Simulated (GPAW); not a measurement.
# What relaxation does to the transmission of 10 junctions

A junction put together from bond lengths is quick to compute. How far is its transmission from that of the relaxed structure, and is geometry or basis the larger error?

How it was computed: Relaxation in the dzp basis, within the symmetry of the start (GPAW, PBE, forces under 0.05 eV/Å; an orbital basis tends to overbind), lead ends held. Transmission: GPAW 26.7.0 in a basis of numerical atomic orbitals with PAW setups; lead and junction are solved self-consistently in repeated cells 9 Å or more across, their Hamiltonian and overlap matrices go into Green's functions with semi-infinite leads (ASE), and T is the Landauer transmission at zero bias, at the junction cell's Fermi level, for one spin or as the mean of both where a run is spin-polarised.

The runs side by side:

| junction | largest move (Å) | T as built, dzp | T relaxed, dzp | T relaxed, sz |
| --- | --- | --- | --- | --- |
| Ti chain with an O atom bridging one bond | 1.22 | 2.64 | 1.56 | 1.44 |
| Rh chain with an Al atom on top of one atom | 0.63 | 3.42 | 2.34 | 2.1 |
| Ru chain with two Si atoms in line | 0.08 | 2.61 | 2.51 | 2.47 |
| Na chain with an S atom bridging one bond | 0.06 | 0.0954 | 0.09 | 0.0491 |
| C5 chain between two Al chains | 0.05 | 1.24 | 0.795 | 0.8 |
| C6 chain between two Ir chains | 0.04 | 1.88 | 1.99 | 1.95 |
| C2 in line between two Pd chains | 0.04 | 2.87 | 2.77 | 2.9 |
| C6 chain between two Au chains | 0.04 | 6.4e−05 | 7.2e−05 | 5.0e−06 |
| Al chain with two N atoms in line | 0.04 | 1.54 | 1.61 | 1.62 |
| Cu chain with one B atom in line | 0.03 | 0.743 | 0.733 | 0.472 |

**Reading.** Relaxation raises T in 2 junctions, lowers it in 4 and leaves it within 5 % in 4. The largest change as a ratio is for Ti chain with an O atom bridging one bond, from 2.64 to 1.56. Moves over 0.6 Å, in 2 junctions, go beyond an adjustment of bond lengths: chain atoms buckled, a molecule turned or bonds were remade. In 6 of 10 cases the geometry matters more than the step from dzp to the minimal basis. The link between the largest move and the size of the change (r = 0.77) is weak or rests on one or two junctions.

**Limits.** The cell length was held, so a junction may stay under tension or compression; the symmetry of the start was kept, and lower structures may exist. An evenly spaced straight chain is an idealisation of an electrode: free chains dimerise or zigzag, and their density of states has sharper edges than a bulk metal's. No run was spin-polarised, so magnetic states weren't tested. Spin-orbit coupling is left out, which matters for the heavier atoms here. Junctions whose dzp lead is shut at the Fermi level or whose end layer misses the lead by over 0.25 eV were left out, as were moves over 1.5 Å.
